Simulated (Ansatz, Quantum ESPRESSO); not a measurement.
# RbBH4 (F-43m): modes at Γ and the response to a field, part 2 of 3

Which modes does RbBH4 (F-43m) have at the zone centre?

Quantum ESPRESSO 7.5; DFT PBEsol, scalar-relativistic, plane waves, PseudoDojo norm-conserving pseudopotentials.

So far. Step 2 (A probe with smearing): A gap of 5.9 eV opens on this mesh, so the crystal is taken as an insulator; the start stands at 0.19 GPa. Step 4 (Ground state): The cell stands at -0.011 GPa, close enough for phonons. The relaxed cell has a = 6.843 Å (conventional setting).

### 5. Linear response at Γ

At q = 0 one unit cell holds all displacements; symmetry groups them into irreducible representations that are solved one by one. The response to a field gives ε∞ and the Born charges, which polar modes need.

File ph.in:

```
phonons
&inputph
   prefix = 'x'
   outdir = './tmp'
   fildyn = 'g.dyn'
   tr2_ph = 1.0d-18
   epsil = .true.
/
0.000000000 0.000000000 0.000000000
```

Started as:

```
$ OMP_NUM_THREADS=1 mpirun -n 4 ph.x -nk 4 -in ph.in > ph.out
```

The program printed:

```text
[banners, grids, parts of the stress and lines that vanish by symmetry left out]
[banner, memory and clock lines left out]
Program PHONON v.7.5

     ./tmp/x.save/

     IMPORTANT: XC functional enforced from input :
     Exchange-correlation= PBESOL
                           (   1   4  10   8   0   0   0)
     Any further DFT definition will be discarded
     Please, verify this is what you really want

     G-vector sticks info

     Reading collected, re-writing distributed wavefunctions in ./tmp/

     Number and degeneracy of irreps per q-point
       N         xq(1)         xq(2)         xq(3)   N irreps
       1   0.000000000   0.000000000   0.000000000       7
        1   2   3   3   3   3   3

     Calculation of q =    0.0000000   0.0000000   0.0000000

     phonons

     bravais-lattice index     =            2
     lattice parameter (alat)  =      12.9322  a.u.
     unit-cell volume          =     540.7051 (a.u.)^3
     number of atoms/cell      =            6
     number of atomic types    =            3
     kinetic-energy cut-off    =      68.0000  Ry
     charge density cut-off    =     272.0000  Ry
     convergence threshold     =      1.0E-18
     beta                      =       0.7000
     number of iterations used =            4
     Exchange-correlation= PBESOL
                           (   1   4  10   8   0   0   0)

     celldm(1)=   12.93223  celldm(2)=    0.00000  celldm(3)=    0.00000
     celldm(4)=    0.00000  celldm(5)=    0.00000  celldm(6)=    0.00000

     crystal axes: (cart. coord. in units of alat)
               a(1) = ( -0.5000  0.0000  0.5000 )
               a(2) = (  0.0000  0.5000  0.5000 )
               a(3) = ( -0.5000  0.5000  0.0000 )

     reciprocal axes: (cart. coord. in units 2 pi/alat)
               b(1) = ( -1.0000 -1.0000  1.0000 )
               b(2) = (  1.0000  1.0000  1.0000 )
               b(3) = ( -1.0000  1.0000 -1.0000 )

     Atoms inside the unit cell:

     Cartesian axes

     site n.  atom      mass           positions (alat units)
        1  Rb     85.4678   tau(    1) = (    0.00000    0.00000    0.00000  )
        2  B      10.8100   tau(    2) = (   -0.50000    0.50000    0.50000  )
        3  H       1.0080   tau(    3) = (   -0.39588    0.39588    0.60412  )
        4  H       1.0080   tau(    4) = (   -0.39588    0.60412    0.39588  )
        5  H       1.0080   tau(    5) = (   -0.60412    0.39588    0.39588  )
        6  H       1.0080   tau(    6) = (   -0.60412    0.60412    0.60412  )

     Computing dynamical matrix for
                    q = (   0.0000000   0.0000000   0.0000000 )

     25 Sym.Ops. (with q -> -q+G )

     G cutoff = 1152.2750  (  40857 G-vectors)     FFT grid: ( 50, 50, 50)
     number of k points=    16
                       cart. coord. in units 2pi/alat
        k(    1) = (   0.0000000   0.0000000   0.0000000), wk =   0.0092593
        k(    2) = (  -0.1666667   0.1666667  -0.1666667), wk =   0.0740741
        k(    3) = (  -0.3333333   0.3333333  -0.3333333), wk =   0.0740741
        [... further k-points left out ...]

     PseudoPot. # 1 for Rb read from file:
     ./pseudo/Rb.upf
     Pseudo is Norm-conserving + core correction, Zval =  9.0

     PseudoPot. # 2 for B  read from file:
     ./pseudo/B.upf
     Pseudo is Norm-conserving + core correction, Zval =  3.0

     PseudoPot. # 3 for H  read from file:
     ./pseudo/H.upf
     Pseudo is Norm-conserving, Zval =  1.0

     Mode symmetry, T_d (-43m)  point group:

     Electric field:
     Dielectric constant
     Born effective charges as d Force / d E

     Atomic displacements:
     There are    7 irreducible representations

     Representation     1      1 modes -  To be done

     Representation     2      2 modes -  To be done

     Representation     3      3 modes -  To be done

     Representation     4      3 modes -  To be done

     Representation     5      3 modes -  To be done

     Representation     6      3 modes -  To be done

     Representation     7      3 modes -  To be done

     Alpha used in Ewald sum =   2.7000

     Electric Fields Calculation

      thresh= 1.000E-02 alpha_mix =  0.700 |ddv_scf|^2 =  2.615E-08

      [... iterations left out ...]
      thresh= 8.890E-10 alpha_mix =  0.700 |ddv_scf|^2 =  2.904E-19

     End of electric fields calculation

          Dielectric constant in cartesian axis

          (       2.406547997       0.000000000       0.000000000 )
          (      -0.000000000       2.406547997       0.000000000 )
          (       0.000000000       0.000000000       2.406547997 )

          Effective charges (d Force / dE) in cartesian axis without acoustic sum rule applied (asr)

           atom    1  Rb    Mean Z*:        1.16633
      Ex  (        1.16633       -0.00000       -0.00000 )
      Ey  (       -0.00000        1.16633       -0.00000 )
      Ez  (       -0.00000       -0.00000        1.16633 )
           atom    2  B     Mean Z*:        0.14671
      Ex  (        0.14671       -0.00000       -0.00000 )
      Ey  (        0.00000        0.14671        0.00000 )
      Ez  (       -0.00000        0.00000        0.14671 )
           atom    3  H     Mean Z*:       -0.32816
      Ex  (       -0.32816        0.14012       -0.14012 )
      Ey  (        0.14012       -0.32816        0.14012 )
      Ez  (       -0.14012        0.14012       -0.32816 )
           atom    4  H     Mean Z*:       -0.32816
      Ex  (       -0.32816       -0.14012        0.14012 )
      Ey  (       -0.14012       -0.32816        0.14012 )
      Ez  (        0.14012        0.14012       -0.32816 )
           atom    5  H     Mean Z*:       -0.32816
      Ex  (       -0.32816       -0.14012       -0.14012 )
      Ey  (       -0.14012       -0.32816       -0.14012 )
      Ez  (       -0.14012       -0.14012       -0.32816 )
           atom    6  H     Mean Z*:       -0.32816
      Ex  (       -0.32816        0.14012        0.14012 )
      Ey  (        0.14012       -0.32816       -0.14012 )
      Ez  (        0.14012       -0.14012       -0.32816 )

          Effective charges Sum: Mean:        0.00038
              0.00038       -0.00000       -0.00000
             -0.00000        0.00038       -0.00000
             -0.00000       -0.00000        0.00038

          Effective charges (d Force / dE) in cartesian axis with asr applied:
           atom    1  Rb    Mean Z*:        1.16627
      E*x (        1.16627       -0.00000       -0.00000 )
      E*y (       -0.00000        1.16627       -0.00000 )
      E*z (       -0.00000       -0.00000        1.16627 )
           atom    2  B     Mean Z*:        0.14665
      E*x (        0.14665       -0.00000        0.00000 )
      E*y (        0.00000        0.14665        0.00000 )
      E*z (        0.00000        0.00000        0.14665 )
           atom    3  H     Mean Z*:       -0.32823
      E*x (       -0.32823        0.14012       -0.14012 )
      E*y (        0.14012       -0.32823        0.14012 )
      E*z (       -0.14012        0.14012       -0.32823 )
           atom    4  H     Mean Z*:       -0.32823
      E*x (       -0.32823       -0.14012        0.14012 )
      E*y (       -0.14012       -0.32823        0.14012 )
      E*z (        0.14012        0.14012       -0.32823 )
           atom    5  H     Mean Z*:       -0.32823
[...]
atom    6  H     Mean Z*:       -0.32823
[...]
Representation #   1 mode #   1

     Self-consistent Calculation

      thresh= 1.000E-02 alpha_mix =  0.700 |ddv_scf|^2 =  2.861E-07

      [... iterations left out ...]
      thresh= 1.093E-10 alpha_mix =  0.700 |ddv_scf|^2 =  1.665E-20

     End of self-consistent calculation

     Convergence has been achieved

     Representation #   2 modes #   2   3

     Self-consistent Calculation

[...]
[... iterations left out ...]
[...]
End of self-consistent calculation

     Convergence has been achieved

     Representation #   3 modes #   4   5   6

     Self-consistent Calculation

[...]
[... iterations left out ...]
[...]
End of self-consistent calculation

     Convergence has been achieved

     Representation #   4 modes #   7   8   9

     Self-consistent Calculation

[...]
[... iterations left out ...]
[...]
End of self-consistent calculation

     Convergence has been achieved

     Representation #   5 modes #  10  11  12

     Self-consistent Calculation

[...]
[... iterations left out ...]
[...]
End of self-consistent calculation

     Convergence has been achieved

     Representation #   6 modes #  13  14  15

     Self-consistent Calculation

[...]
[... iterations left out ...]
[...]
End of self-consistent calculation

     Convergence has been achieved

     Representation #   7 modes #  16  17  18

     Self-consistent Calculation

      thresh= 1.000E-02 alpha_mix =  0.700 |ddv_scf|^2 =  1.762E-07

      [... iterations left out ...]
      thresh= 4.578E-10 alpha_mix =  0.700 |ddv_scf|^2 =  1.449E-19

     End of self-consistent calculation

     Convergence has been achieved

     Number of q in the star =    1
     List of q in the star:
          1   0.000000000   0.000000000   0.000000000

          Dielectric constant in cartesian axis

          (       2.406547997       0.000000000       0.000000000 )
          (      -0.000000000       2.406547997       0.000000000 )
          (       0.000000000       0.000000000       2.406547997 )

          Effective charges (d Force / dE) in cartesian axis without acoustic sum rule applied (asr)

           atom    1  Rb    Mean Z*:        1.16633
      Ex  (        1.16633       -0.00000       -0.00000 )
      Ey  (       -0.00000        1.16633       -0.00000 )
      Ez  (       -0.00000       -0.00000        1.16633 )
           atom    2  B     Mean Z*:        0.14671
      Ex  (        0.14671       -0.00000       -0.00000 )
      Ey  (        0.00000        0.14671        0.00000 )
      Ez  (       -0.00000        0.00000        0.14671 )
           atom    3  H     Mean Z*:       -0.32816
      Ex  (       -0.32816        0.14012       -0.14012 )
      Ey  (        0.14012       -0.32816        0.14012 )
      Ez  (       -0.14012        0.14012       -0.32816 )
           atom    4  H     Mean Z*:       -0.32816
      Ex  (       -0.32816       -0.14012        0.14012 )
      Ey  (       -0.14012       -0.32816        0.14012 )
      Ez  (        0.14012        0.14012       -0.32816 )
           atom    5  H     Mean Z*:       -0.32816
      Ex  (       -0.32816       -0.14012       -0.14012 )
      Ey  (       -0.14012       -0.32816       -0.14012 )
      Ez  (       -0.14012       -0.14012       -0.32816 )
           atom    6  H     Mean Z*:       -0.32816
      Ex  (       -0.32816        0.14012        0.14012 )
      Ey  (        0.14012       -0.32816       -0.14012 )
      Ez  (        0.14012       -0.14012       -0.32816 )

          Effective charges Sum: Mean:        0.00038
              0.00038       -0.00000       -0.00000
             -0.00000        0.00038       -0.00000
             -0.00000       -0.00000        0.00038

          Effective charges (d Force / dE) in cartesian axis with asr applied:
           atom    1  Rb    Mean Z*:        1.16627
[...]
atom    2  B     Mean Z*:        0.14665
[...]
atom    3  H     Mean Z*:       -0.32823
[...]
atom    4  H     Mean Z*:       -0.32823
[...]
atom    5  H     Mean Z*:       -0.32823
      E*x (       -0.32823       -0.14012       -0.14012 )
      E*y (       -0.14012       -0.32823       -0.14012 )
      E*z (       -0.14012       -0.14012       -0.32823 )
           atom    6  H     Mean Z*:       -0.32823
      E*x (       -0.32823        0.14012        0.14012 )
      E*y (        0.14012       -0.32823       -0.14012 )
      E*z (        0.14012       -0.14012       -0.32823 )

     Diagonalizing the dynamical matrix

     q = (    0.000000000   0.000000000   0.000000000 )

 **************************************************************************
     freq (    1) =      -0.172977 [THz] =      -5.769901 [cm-1]
     freq (    2) =      -0.172977 [THz] =      -5.769901 [cm-1]
     freq (    3) =      -0.172977 [THz] =      -5.769901 [cm-1]
     freq (    4) =       4.983926 [THz] =     166.245862 [cm-1]
     freq (    5) =       4.983926 [THz] =     166.245862 [cm-1]
     freq (    6) =       4.983926 [THz] =     166.245862 [cm-1]
     freq (    7) =       9.656560 [THz] =     322.108186 [cm-1]
     freq (    8) =       9.656560 [THz] =     322.108186 [cm-1]
     freq (    9) =       9.656560 [THz] =     322.108186 [cm-1]
     freq (   10) =      31.922024 [THz] =    1064.804107 [cm-1]
     freq (   11) =      31.922024 [THz] =    1064.804107 [cm-1]
     freq (   12) =      31.922024 [THz] =    1064.804107 [cm-1]
     freq (   13) =      35.800425 [THz] =    1194.173632 [cm-1]
     freq (   14) =      35.800425 [THz] =    1194.173632 [cm-1]
     freq (   15) =      68.367357 [THz] =    2280.489566 [cm-1]
     freq (   16) =      70.046772 [THz] =    2336.508818 [cm-1]
     freq (   17) =      70.046772 [THz] =    2336.508818 [cm-1]
     freq (   18) =      70.046772 [THz] =    2336.508818 [cm-1]
 **************************************************************************

     Mode symmetry, T_d (-43m)  point group:

     freq (   1-   3) =         -5.8  [cm-1]   --> T_2  G_15 P_4   I+R
     freq (   4-   6) =        166.2  [cm-1]   --> T_2  G_15 P_4   I+R
     freq (   7-   9) =        322.1  [cm-1]   --> T_1  G_25 P_5
     freq (  10-  12) =       1064.8  [cm-1]   --> T_2  G_15 P_4   I+R
     freq (  13-  14) =       1194.2  [cm-1]   --> E    G_12 P_3   R
     freq (  15-  15) =       2280.5  [cm-1]   --> A_1  G_1  P_1   R
     freq (  16-  18) =       2336.5  [cm-1]   --> T_2  G_15 P_4   I+R
```

Run time: 2.8 min. Hardware: 4 MPI ranks of Arm Neoverse V2, shared host.

Numbers from this step:

```
miss of the charge sum rule                                       : 4.00e-4 e
largest acoustic frequency at the zone centre before the sum rule : -5.77 cm⁻¹
highest optical zone-centre mode (no LO-TO term)                  : 2337 cm⁻¹
lowest optical zone-centre mode                                   : 166.2 cm⁻¹
mean high-frequency dielectric constant                           : 2.406
largest Born charge in size (third of the trace)                  : 1.166 e
```

Born charge (rows field, columns displacement), before the sum rule (e), principal values of the symmetric part by kind of site:

```csv
atom,atoms with these values,low,middle,high,mean
Rb1,1,1.17,1.17,1.17,1.17
B2,1,0.15,0.15,0.15,0.15
H3,4,-0.61,-0.19,-0.19,-0.33
```

In full for Rb1:

```
1.17 0.00 0.00
0.00 1.17 0.00
0.00 0.00 1.17
```

High-frequency dielectric tensor:

```
2.41 0.00 0.00
0.00 2.41 0.00
0.00 0.00 2.41
```

The acoustic modes at Γ come out as far as 5.8 cm⁻¹ from zero, where they should vanish, a small numerical error; the Born charges miss their sum rule by 4.0e-4 e, which is good.

### 6. Modes with the sum rule

A rigid shift of the crystal must cost nothing, but grids and finite bases break this; the acoustic sum rule is imposed before the matrix is diagonalised again. With Born charges the intensities follow, and the static dielectric tensor.

File dynmat.in:

```
&input
   fildyn = 'g.dyn'
   asr = 'simple'
   fileig = 'dynmat.eig'
   lperm = .true.
/
```

Started as:

```
$ dynmat.x -in dynmat.in > dynmat.out
```

The program printed:

```text
[banner, memory and clock lines left out]
Program DYNMAT v.7.5

     Reading Dynamical Matrix from file g.dyn
     ...Force constants read
     ...epsilon and Z* read
     A direction for q was not specified:TO-LO splitting will be absent

     Polarizability (A^3 units)
     multiply by 0.680805 for Clausius-Mossotti correction
         8.968268   -0.000000    0.000000
         0.000000    8.968268    0.000000
         0.000000    0.000000    8.968268

     IR activities are in (D/A)^2/amu units

# mode   [cm-1]    [THz]      IR
    1     -0.00   -0.0000    0.0000
    2     -0.00   -0.0000    0.0000
    3      0.00    0.0000    0.0000
    4    166.30    4.9857    2.3933
    5    166.30    4.9857    2.3933
    6    166.30    4.9857    2.3933
    7    322.19    9.6591    0.0000
    8    322.19    9.6591    0.0000
    9    322.19    9.6591    0.0000
   10   1064.83   31.9227    1.2710
   11   1064.83   31.9227    1.2710
   12   1064.83   31.9227    1.2710
   13   1194.20   35.8011    0.0000
   14   1194.20   35.8011    0.0000
   15   2280.51   68.3679    0.0000
   16   2336.52   70.0472   10.2071
   17   2336.52   70.0472   10.2071
   18   2336.52   70.0472   10.2071

Electronic dielectric permittivity tensor (relative, adimensional)
         2.406548   -0.000000    0.000000
         0.000000    2.406548    0.000000
         0.000000    0.000000    2.406548

 ... with zone-center polar mode contributions
         4.789643   -0.000000    0.000000
        -0.000000    4.789643    0.000000
         0.000000    0.000000    4.789643

[end of the log left out, with the tail of the file of modes that dynmat.x writes under the same name]
```

Run time: 0.47 s. Hardware: 1 thread.

Read from the output:

```yaml
lowest_optical_zone_centre_mode: 166.3 cm⁻¹
mean_static_dielectric_constant: 4.790
```

Unit eigenvectors of the mass-weighted matrix after the sum rule; no LO-TO term. Modes at Γ, with each element's share of the kinetic energy:

| mode | frequency (cm⁻¹) | symmetry | Rb % | B % | H % |
| --- | --- | --- | --- | --- | --- |
| 1 | 0.0 | acoustic | 85 | 11 | 4 |
| 2 | 0.0 | acoustic | 85 | 11 | 4 |
| 3 | 0.0 | acoustic | 85 | 11 | 4 |
| 4 | 166.3 | T2 | 15 | 64 | 21 |
| 5 | 166.3 | T2 | 15 | 64 | 21 |
| 6 | 166.3 | T2 | 15 | 64 | 21 |
| 7 | 322.2 | T1 | 0 | 0 | 100 |
| 8 | 322.2 | T1 | 0 | 0 | 100 |
| 9 | 322.2 | T1 | 0 | 0 | 100 |
| 10 | 1064.8 | T2 | 0 | 16 | 84 |
| 11 | 1064.8 | T2 | 0 | 16 | 84 |
| 12 | 1064.8 | T2 | 0 | 16 | 84 |
| 13 | 1194.2 | E | 0 | 0 | 100 |
| 14 | 1194.2 | E | 0 | 0 | 100 |
| 15 | 2280.5 | A1 | 0 | 0 | 100 |
| 16 | 2336.5 | T2 | 0 | 10 | 90 |
| 17 | 2336.5 | T2 | 0 | 10 | 90 |
| 18 | 2336.5 | T2 | 0 | 10 | 90 |

Displacements in mode 4 (166.3 cm⁻¹), the largest set to 1:
```
Rb1  0.00 -0.01 -0.17
B2  -0.01  0.03  1.00
H3   0.01  0.01  0.95
H4  -0.03  0.01  0.95
H5   0.01  0.05  0.95
H6  -0.04  0.05  0.95
```

Displacements in mode 10 (1064.8 cm⁻¹), the largest set to 1:
```
Rb1  0.00  0.00  0.00
B2  -0.10 -0.23 -0.08
H3   0.56  1.00  0.48
H4   0.02  0.65  0.83
H5  -0.27  0.35 -0.35
H6   0.85  0.71  0.00
```

Degenerate modes summed, no LO-TO term. Infrared lines, with heights relative to the strongest:

```csv
position (cm⁻¹),lines merged,label,"IR intensity, relative"
166,3,T2,23
322,3,T1,0.0
1065,3,T2,12
1194,2,E,0.0
2281,1,A1,0.0
2337,3,T2,100
```

Static dielectric tensor (ions relaxed, fixed cell):

```
4.79 0.00 0.00
0.00 4.79 0.00
0.00 0.00 4.79
```

The rule moves no optical mode by more than 0.1 cm⁻¹.

### 7. Sum rules set otherwise (asr crystal)

The rule can be imposed in more than one way; the choices should agree where the raw error is small.

File dynmat.in:

```
&input
   fildyn = 'g.dyn'
   asr = 'crystal'
   fileig = 'dynmat.eig'
   lperm = .true.
/
```

Started as:

```
$ dynmat.x -in dynmat.in > dynmat.out
```

The program printed:

```text
[banner, memory and clock lines left out]
Program DYNMAT v.7.5

     Reading Dynamical Matrix from file g.dyn
     ...Force constants read
     ...epsilon and Z* read
     Acoustic Sum Rule: || Z*(ASR) - Z*(orig)|| =    2.681846E-04
     Acoustic Sum Rule: ||dyn(ASR) - dyn(orig)||=    2.213264E-04
     A direction for q was not specified:TO-LO splitting will be absent

     Polarizability (A^3 units)
     multiply by 0.680805 for Clausius-Mossotti correction
         8.968268   -0.000000    0.000000
         0.000000    8.968268    0.000000
         0.000000    0.000000    8.968268

     IR activities are in (D/A)^2/amu units

# mode   [cm-1]    [THz]      IR
    1     -0.00   -0.0000    0.0000
    2     -0.00   -0.0000    0.0000
    3      0.00    0.0000    0.0000
    4    165.82    4.9711    2.3940
    5    165.82    4.9711    2.3940
    6    165.82    4.9711    2.3940
    7    322.11    9.6566    0.0000
    8    322.11    9.6566    0.0000
    9    322.11    9.6566    0.0000
   10   1064.75   31.9204    1.2706
   11   1064.75   31.9204    1.2706
   12   1064.75   31.9204    1.2706
   13   1194.17   35.8004    0.0000
   14   1194.17   35.8004    0.0000
   15   2280.49   68.3674    0.0000
   16   2336.50   70.0464   10.2068
   17   2336.50   70.0464   10.2068
   18   2336.50   70.0464   10.2068

Electronic dielectric permittivity tensor (relative, adimensional)
         2.406548   -0.000000    0.000000
         0.000000    2.406548    0.000000
         0.000000    0.000000    2.406548

 ... with zone-center polar mode contributions
         4.803839   -0.000000   -0.000000
        -0.000000    4.803839    0.000000
        -0.000000    0.000000    4.803839

  6) =       4.971090 [THz] =     165.817713 [cm-1]
[end of the log left out, with the tail of the file of modes that dynmat.x writes under the same name]
```

The job ended after 0.47 s (1 thread).

Numbers from this step:

```
highest optical zone-centre mode (no LO-TO term) : 2336 cm⁻¹
lowest optical zone-centre mode                  : 165.8 cm⁻¹
mean static dielectric constant                  : 4.804
```

Zone-centre frequencies as printed; negative means imaginary. Modes:

```
mode  frequency (cm⁻¹)
   1                 0
   2                 0
   3                 0
   4             165.8
   5             165.8
   6             165.8
   7             322.1
   8             322.1
   9             322.1
  10              1065
  11              1065
  12              1065
  13              1194
  14              1194
  15              2280
  16              2336
  17              2336
  18              2336
```

Against the first rule no mode moves by more than 0.5 cm⁻¹.

(Continued in part 3 of 3.)

[Host names and launcher messages were left out of these logs when they were recorded.]

[Logs are printed without paths, hosts, clocks, repeated set-up lines and the standing remarks that a program may print on its own settings, such as how far it seeks lower states.]

[Hosts, paths, dates, database ids (printed as entryN), source tags and the programs' standing remarks are cut or masked in the printed files.]
